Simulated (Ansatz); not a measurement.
## CaC2 (I4/mmm): phonons and vibrational spectra

Aim: the phonons of CaC2 (I4/mmm) at a cell relaxed beforehand at this level.

Main program and level: Ansatz 0.2.0; DFT PBEsol, scalar-relativistic, plane waves, PseudoDojo norm-conserving pseudopotentials.

**1. The structure**

Symmetry: I4/mmm, No. 139, tetragonal system. The conventional cell has a = 3.821 Å, b = 3.821 Å, c = 6.338 Å, α = 90.00°, β = 90.00°, γ = 90.00°. Ca has 10 C at 2.54 to 2.77 Å nearest. C has 1 C at 1.26 Å and 5 Ca at 2.54 to 2.77 Å nearest. Farther neighbours are not listed.

**2. Modes at Γ**

The cell comes from relaxations at this level that are not shown. The zone centre is the only wavevector solved here; it holds the modes that light can see, as far as symmetry allows. The response to a homogeneous field gives the Born charges and the dielectric tensor, and its change with displacement the Raman tensors.

File input.yaml:

```yaml
crystal:
  lattice:
    - [-1.9103668985, 1.9103668985, 3.1690677994]
    - [1.9103668985, -1.9103668985, 3.1690677994]
    - [1.9103668985, 1.9103668985, -3.1690677994]
  atoms:
    - { symbol: Ca, position: [0.0, 0.0, 0.0] }
    - { symbol: C, position: [0.5995371893, 0.5995371893, 0.0] }
    - { symbol: C, position: [0.4004628107, 0.4004628107, 0.0] }
kpoints:
  mp_grid: { grid: [12, 12, 12] }
hamiltonian:
  xc: pbesol
  pseudopotentials: { kind: nc, accuracy: standard }
scf:
  occupations: { method: fixed }
output:
  eigenvalues: true
phonons:
  method: dfpt
  dielectric: true
  rigid_motions: translations
  raman: true
```

Run with:

```bash
> ansatz run input.yaml --threads 4 --pin off --max-ram 7168MiB --backend cpu --events-out ev --progress --plain --runs-dir out
```

Numbers of over 12 decimals in the logs are rounded to 6 here.

Log:

```text
Engine: ansatz 0.2.0, aarch64-unknown-linux-gnu
Pseudopotentials: kind: nc
Pseudopotential: Ca, nc, valence charge 10, recommended cutoff 925.187132 eV (normal), Ca.nc.azcp (PseudoDojo's, or run here from an input of PseudoDojo's; its table is named by hamiltonian.pseudopotentials.accuracy)
Pseudopotential: C, nc, valence charge 4, recommended cutoff 1115.666836 eV (normal), C.nc.azcp (PseudoDojo's, or run here from an input of PseudoDojo's; its table is named by hamiltonian.pseudopotentials.accuracy)
Functional definition: PBEsol
  exchange = pbesol_x
  correlation = pbesol_c
Crystal: 3 atoms, lattice volume = 46.262 Å³
Basis set: ecut = 1115.666836 eV, 3921 PW (Γ), exchange–correlation on 96×96×96 points (8 copies of the dense FFT grid, shifted against one another)
Bands: 13, of which v1, the nominal top of the filled ones, is band 9 counted from 1 (8 counted from 0)
Symmetry: 16 space group operations
k-points: 476 of 1728 (irreducible under 2 space group operations, time reversal used)
Non-local potential: Ca, projectors of the file, l = 0: 2, l = 1: 2, l = 2: 2
Non-local potential: C, projectors of the file, l = 0: 2, l = 1: 2
Initial density: superposition of atomic densities (chi_scale 0.1, normalization cell, long waves kept (reshape's long-wave potential 0.00 eV rms))
Initial wavefunctions: pseudopotential atomic-orbital guess
Functional: x = pbesol(κ = 0.804, μ = 0.123457), c = pbesol(β = 0.046)
SCF iter   1: F=—  HF=-1379.232784 eV  |F-HF|=—  |Δ(HF+E_count)|=         —  Δρ=8.68e-2  dr2=2.87e0  ethr=3.10e-3  ⟨swp⟩=5.8  Hψ=39677  notcnv=0  defer=876
preconditioner: auto → none  [insulator: Δε(μ)=2.010 eV  Ē_g=15.938 eV  n_scr=14 (ndim 8)  ℏωp=21.8 eV  f_vac=0.000  ε∞_Penn≈2.9]
SCF iter   2: F=—  HF=-1378.198771 eV  |F-HF|=—  |Δ(HF+E_count)|=    1.03e0  Δρ=3.11e-2  dr2=2.63e-1  ethr=3.10e-3  ⟨swp⟩=4.0  Hψ=18356  notcnv=0  defer=732
SCF iter   3: F=—  HF=-1378.120029 eV  |F-HF|=—  |Δ(HF+E_count)|=   7.87e-2  Δρ=1.23e-2  dr2=3.93e-2  ethr=1.46e-3  ⟨swp⟩=4.9  Hψ=14806  notcnv=0  defer=895
SCF iter   4: F=—  HF=-1378.111548 eV  |F-HF|=—  |Δ(HF+E_count)|=   8.48e-3  Δρ=2.48e-3  dr2=1.00e-3  ethr=2.18e-4  ⟨swp⟩=3.0  Hψ=10970  notcnv=0  defer=949
SCF iter   5: F=—  HF=-1378.111842 eV  |F-HF|=—  |Δ(HF+E_count)|=   2.94e-4  Δρ=3.47e-4  dr2=2.60e-5  ethr=5.57e-6  ⟨swp⟩=2.9  Hψ=10942  notcnv=0  defer=950
SCF iter   6: F=—  HF=-1378.111868 eV  |F-HF|=—  |Δ(HF+E_count)|=   2.56e-5  Δρ=4.49e-5  dr2=8.76e-7  ethr=1.44e-7  ⟨swp⟩=2.5  Hψ=10287  notcnv=0  defer=940
SCF iter   7: F=—  HF=-1378.111916 eV  |F-HF|=—  |Δ(HF+E_count)|=   4.85e-5  Δρ=5.44e-6  dr2=1.19e-8  ethr=4.87e-9  ⟨swp⟩=2.8  Hψ=10896  notcnv=0  defer=745
SCF iter   8: F=-1378.111916 eV  HF=-1378.111916 eV  |F-HF|=9.09e-13  |Δ(HF+E_count)|=  5.50e-11  Δρ=4.73e-7  dr2=5.02e-11  ethr=1.00e-12  ⟨swp⟩=13.5  Hψ=66977  notcnv=0
SCF 1 converged in 8 iterations: F = -1378.111916 eV  dr2 = 5.02e-11
NSCF: frozen V_eff on 2 k-points
DFPT response loops at Γ: preconditioner auto → none (the input reference at scf.mixing.eps_inf says where Resta's filter doesn't serve); β = 0.50; Broyden in place of MSR1
── the response to a field inside a basis, on 12×12×12 k-points: an SCF that follows is theirs, and a resumed run solves both again ──
Bands: 10, of which v1, the nominal top of the filled ones, is band 9 counted from 1 (8 counted from 0)
k-points: 159 of 1728
Initial density: handed on by an earlier stage of this run
Initial wavefunctions: pseudopotential atomic-orbital guess (no wavefunctions were taken with the density)
Eigensolver: Dense (159 Hₖ)
SCF iter   1: F=—  HF=-1378.109431 eV  |F-HF|=—  |Δ(HF+E_count)|=         —  Δρ=7.76e-5  dr2=2.67e-7  ethr=1.00e-1
preconditioner: auto → none  [insulator: Δε(μ)=1.124 eV  Ē_g=13.506 eV  n_scr=14 (ndim 8)  ℏωp=21.8 eV  f_vac=0.000  ε∞_Penn≈3.6]
SCF iter   2: F=—  HF=-1378.109432 eV  |F-HF|=—  |Δ(HF+E_count)|=   1.05e-6  Δρ=3.90e-5  dr2=6.61e-8  ethr=1.48e-9
SCF iter   3: F=—  HF=-1378.109433 eV  |F-HF|=—  |Δ(HF+E_count)|=   3.69e-7  Δρ=2.83e-6  dr2=4.58e-9  ethr=3.67e-10
SCF iter   4: F=-1378.109433 eV  HF=-1378.109433 eV  |F-HF|=3.64e-11  |Δ(HF+E_count)|=   1.25e-9  Δρ=3.72e-7  dr2=2.49e-11  ethr=2.55e-11
SCF 1 converged in 4 iterations: F = -1378.109433 eV  dr2 = 2.49e-11
DFPT response loops at Γ: mixed as the last ones told, above
DFPT response loops at Γ: mixed as the last ones told, above
SCF converged after 8 iterations
Free energy (F): -1378.111916 eV
Harris-Foulkes:  -1378.111916 eV  (|F-HF|=9.09e-13)
Internal energy: -1378.111916 eV  (E = F + TS)
E sigma→0 (E₀):  -1378.111916 eV
Fermi energy:    5.276233 eV
--- Per-component energies (eV) ---
  E_band       = -144.014366
  E_kinetic    = 576.610558
  E_local      = -1042.764270  (includes V_loc(G=0)·N_el)
  E_nonlocal   = 77.016801
  E_hartree    = 278.807657
  E_xc         = -311.001225
  E_vxc        = -312.492708  (∫ρ·V_xc dr)
  E_ewald      = -956.781437
  E_smearing   = -0.000000  (= −TS)
  E_closure    = -0.000000  (closes the sum)
  Σ components = -1378.111916   (vs F -1378.111916, Δ=0.00e0)
--- Band table (eV; the first three rows and the last of 476) ---
  k-point 0: bands = [... 5 lower, 2.4640, 3.0384, 4.3055, 4.3055, 8.3383, 8.3383, 9.6023, 10.5532]
  k-point 1: bands = [... 5 lower, 2.4301, 2.9419, 4.1513, 4.2328, 8.1428, 8.6377, 9.8461, 10.7751]
  k-point 2: bands = [... 5 lower, 2.3062, 2.7208, 3.9460, 4.0657, 7.6762, 9.4468, 10.4885, 11.0811]
  k-point 475: bands = [... 5 lower, 0.6264, 3.6367, 3.6367, 5.2657, 8.4148, 11.3382, 11.6952, 12.0313]
--- Phonons (Γ-DFPT): 4 representative perturbations + reference, on 476 of 1728 k-points (Σ response iterations 12) ---
  k mesh reduced under 2 symmetry operations, with k and −k counted as one. Each operation leaves every solved perturbation unchanged. A smaller set is not considered because the run solves the response to a homogeneous field
  ASR residual: 9.075e-4 → 0.000e0 eV/Å²; symmetrization residual: 1.376e-6 eV/Å²
  ASR residual per site (eV/Å²): 9.07e-4 4.79e-4 4.79e-4
  Γ frequencies (cm⁻¹): 0.00 0.00 0.00 233.05 233.05 304.10 304.10 316.50 1859.97
  ε∞ (high-frequency dielectric tensor):
        3.800435    -0.000000     0.000000
       -0.000000     3.800435    -0.000000
        0.000000    -0.000000     4.971928
  ε⁰ (static dielectric tensor: ions relaxed, cell fixed):
       11.120548    -0.000000    -0.000000
       -0.000000    11.120548     0.000000
       -0.000000     0.000000     7.884556
  ε⁰ − ε∞ (ionic part):
        7.320113    -0.000000    -0.000000
       -0.000000     7.320113     0.000000
       -0.000000     0.000000     2.912628
  softest optical mode at Γ: 233.05 cm⁻¹; the repairs (sum rule, projections) moved no ω² at Γ by more than (3.34 cm⁻¹)²
  Born effective charges Z* (e; rows j = field, columns β = displacement):
    site 0:
         2.36939   -0.00000   -0.00000
        -0.00000    2.36939    0.00000
        -0.00000    0.00000    2.02978
    site 1:
        -1.18470   -0.00000    0.00000
        -0.00000   -1.18470    0.00000
         0.00000   -0.00000   -1.01489
    site 2:
        -1.18470    0.00000   -0.00000
         0.00000   -1.18470   -0.00000
        -0.00000   -0.00000   -1.01489
  Z* charge neutrality: 1.062e-3 e pre-enforcement
  solved inside a basis spanned on kpoints, on 12×12×12 k-points: ε∞ is read to err by 1.3e-2, Z* by 1.1e-2 e (field_mesh: kpoints solves on kpoints); Z* is corrected for what the basis lacks
  Raman tensors (in the event stream and the table raman_tensors.tsv): an entry may err by 6.0e-3 Å², one of the second-order susceptibility by 2.7e-19 pm/V (basis, points and sum rule); their sum over the sites missed zero by 2.132e-14 Å² ahead of its enforcement
  optical modes at Γ without the LO–TO term, one row a degenerate level:
      ω (cm⁻¹)  modes    IR ((D/Å)²/amu)  static Raman (Å⁴/amu)  depolarisation
        233.05      2            17.2468                 0.0000               —
        304.10      2             0.0000                91.5758           0.750
        316.50      1             6.3286                 0.0000               —
       1859.97      1             0.0000              3602.2786           0.138
  optical modes at Γ + LO–TO along q̂ = [1.0000, 0.0000, 0.0000]:
      ω (cm⁻¹)  modes    IR ((D/Å)²/amu)  static Raman (Å⁴/amu)  depolarisation
        233.05      1             8.6234                 0.0000               —
        304.10      2             0.0000                91.5758           0.750
        316.50      1             6.3286                 0.0000               —
        398.65      1             8.6234                 0.0000               —
       1859.97      1             0.0000              3602.2786           0.138
  optical modes at Γ + LO–TO along q̂ = [0.0000, 1.0000, 0.0000]:
      ω (cm⁻¹)  modes    IR ((D/Å)²/amu)  static Raman (Å⁴/amu)  depolarisation
        233.05      1             8.6234                 0.0000               —
        304.10      2             0.0000                91.5758           0.750
        316.50      1             6.3286                 0.0000               —
        398.65      1             8.6234                 0.0000               —
       1859.97      1             0.0000              3602.2786           0.138
  optical modes at Γ + LO–TO along q̂ = [0.0000, 0.0000, 1.0000]:
      ω (cm⁻¹)  modes    IR ((D/Å)²/amu)  static Raman (Å⁴/amu)  depolarisation
        233.05      2            17.2468                 0.0000               —
        304.10      2             0.0000                91.5758           0.750
        398.57      1             6.3286                 0.0000               —
       1859.97      1             0.0000              3602.2786           0.138
```

The job ended after 5.9 min (4 threads of Arm Neoverse V2, shared host; peak memory 4.2 GiB; 23 min of CPU time).

This step gave:

- gap on the k-mesh: 1.034 eV
- volume per atom: 15.42 Å³
- sum-rule residual before enforcement: 9.07e-4 eV/Å²
- miss of the charge sum rule: 0.001062 e
- estimated error of the dielectric tensor: 0.01325
- estimated error of the Born charges: 0.01123 e
- point group: 4/mmm
- highest optical mode at the zone centre (no LO-TO term): 1860 cm⁻¹
- lowest optical zone-centre mode: 233.1 cm⁻¹
- mean high-frequency dielectric constant: 4.191
- largest Born charge (third of the trace): 2.256 e
- mean static dielectric constant: 10.04
- top of the zone-centre spectrum with the field: 1860 cm⁻¹

Without the LO-TO term. Patterns of degenerate modes are one choice out of their space. Modes at Γ, with each element's share of the kinetic energy:

```
mode  frequency (cm⁻¹)  symmetry  Ca %  C %
   1               0.0  acoustic    63   37
   2               0.0  acoustic    63   37
   3               0.0  acoustic    63   37
   4             233.1        Eu    37   63
   5             233.1        Eu    37   63
   6             304.1        Eg     0  100
   7             304.1        Eg     0  100
   8             316.5       A2u    37   63
   9            1860.0       A1g     0  100
```

Displacements in mode 5 (233.1 cm⁻¹), the largest set to 1:
```
Ca1  0.00  0.60  0.00
C2   0.00 -1.00  0.00
C3   0.00 -1.00  0.00
```

Displacements in mode 9 (1860.0 cm⁻¹), the largest set to 1:
```
Ca1  0.00  0.00  0.00
C2   0.00  0.00  1.00
C3   0.00  0.00 -1.00
```

Optical modes at the zone centre, without and with the macroscopic field of the longitudinal modes; each column is sorted by frequency, so a row need not hold one and the same mode. Modes with and without the field, by row:

```csv
rank among optical modes,no field (cm⁻¹),"q along (1, 0, 0) (cm⁻¹)","q along (0, 0, 1) (cm⁻¹)"
1,233.1,233.1,233.1
2,233.1,304.1,233.1
3,304.1,304.1,304.1
4,304.1,316.5,304.1
5,316.5,398.6,398.6
6,1860,1860,1860
```

Born charge (rows field, columns displacement) (e), principal values of the symmetric part by kind of site:

```
atom  atoms with these values    low  middle   high   mean
 Ca1                        1   2.03    2.37   2.37   2.26
  C2                        2  -1.18   -1.18  -1.01  -1.13
```

In full for Ca1:

```
2.37 0.00 0.00
0.00 2.37 0.00
0.00 0.00 2.03
```

High-frequency dielectric tensor:

```
3.80 0.00 0.00
0.00 3.80 0.00
0.00 0.00 4.97
```

Static dielectric tensor (ions relaxed, fixed cell):

```
11.12  0.00  0.00
 0.00 11.12  0.00
 0.00  0.00  7.88
```

Transverse modes. Lines of the infrared spectrum (strongest = 100):

```
position (cm⁻¹)  label  relative intensity
            233     Eu                 100
            304     Eg                 0.0
            316    A2u                  37
           1860    A1g                 0.0
```

Activity x (w_L - w)^4 (n + 1)/w, 532 nm, 300 K; the tensors are static ones, while 532 nm light lies above the computed direct gap, where resonance would change the heights; modes without the macroscopic field alone. Raman lines, with heights relative to the strongest:

```csv
position (cm⁻¹),label,relative intensity
233,Eu,0.0
304,Eg,29
316,A2u,0.0
1860,A1g,100
```

Before it was imposed, the acoustic sum rule was missed by 9.1e-4 eV/Å² and the charge sum rule by 0.0011 e. Small misses are needed for a sound result but don't prove that mesh and cutoff are converged. The lowest optical mode is real, 233 cm⁻¹.

**3. Isotope substitution, element C, natural mass 12.011 amu**

An isotope changes the mass and not the force constants, so no new electronic calculation is needed; the shifts show which modes move this element.

The same force constants with the mass of C changed from 12.011 to 13.003 u (phonopy, no LO-TO term). Both lists are sorted by frequency; levels can cross, so a row need not hold one and the same mode. Modes under 3 cm⁻¹ are left out. Isotope shifts, by row:

```
    q  rank  natural mass (cm⁻¹)  changed mass (cm⁻¹)
0 0 0     4                233.1                227.4
0 0 0     5                233.1                227.4
0 0 0     6                304.1                292.3
0 0 0     7                304.1                292.3
0 0 0     8                316.5                308.9
0 0 0     9                 1860                 1788
```

A mode of this element alone would shift by -3.89 %. The highest zone-centre frequency without the field goes from 1860.0 to 1787.6 cm⁻¹ (-3.9 %). The product of the frequency ratios over all optical modes at Γ is 0.825; the product rule, (m/m′)^(3k/2) (M′/M)^(3/2) with k = 2 such atoms and M the mass of the cell, gives 0.825.

**4. Another isotope, element Ca, natural mass 40.078 amu**

The same for Ca, from 40.08 to 47.95 u.

A mode of this element alone would shift by -8.58 %. The highest zone-centre frequency without the field goes from 1860.0 to 1860.0 cm⁻¹ (+0.0 %). The product of the frequency ratios over all optical modes at Γ is 0.909; the product rule, (m/m′)^(3k/2) (M′/M)^(3/2) with k = 1 such atoms and M the mass of the cell, gives 0.909.

**5. Results**

```yaml
space_group_within_0p01_a: I4/mmm
volume_per_atom: 15.4 Å³
gap_on_the_k_mesh: 1.03 eV
highest_optical_mode_at_the_zone_centre_no_lo_to_term: 1860 cm⁻¹
top_of_the_zone_centre_spectrum_with_the_field: 1860 cm⁻¹
lowest_optical_zone_centre_mode: 233 cm⁻¹
mean_high_frequency_dielectric_constant: 4.19
mean_static_dielectric_constant: 10.0
largest_born_charge_third_of_the_trace: 2.26 e
imaginary_modes_at_gamma_the_only_wavevector_solved: none
```

The structure is stable against zone-centre distortions, since no mode there is imaginary; other wavevectors were not solved, so zone-boundary instabilities are untested. Without the field, the optical modes at Γ span 233 to 1860 cm⁻¹. No dispersion was computed. The highest mode in this list at Γ, 1860.0 cm⁻¹, is mostly motion of C (100 % of the kinetic energy). The macroscopic field leaves the top of the zone-centre spectrum where it is. Lattice motion raises the mean dielectric constant from 4.191 to 10.04. The strongest infrared line is at 233 cm⁻¹. Averaged over orientations, the strongest Raman line at 532 nm and 300 K is at 1860 cm⁻¹. The tensors are the static, non-resonant ones, while 532 nm light (2.33 eV) lies above the computed gap. These are harmonic frequencies at zero temperature: anharmonic shifts, linewidths and thermal expansion are left out.

[Logs are printed without paths, hosts, clocks, repeated set-up lines and the standing remarks that a program may print on its own settings, such as how far it seeks lower states.]

[Hosts, paths, dates, database ids (printed as entryN), source tags and the programs' standing remarks are cut or masked in the printed files.]
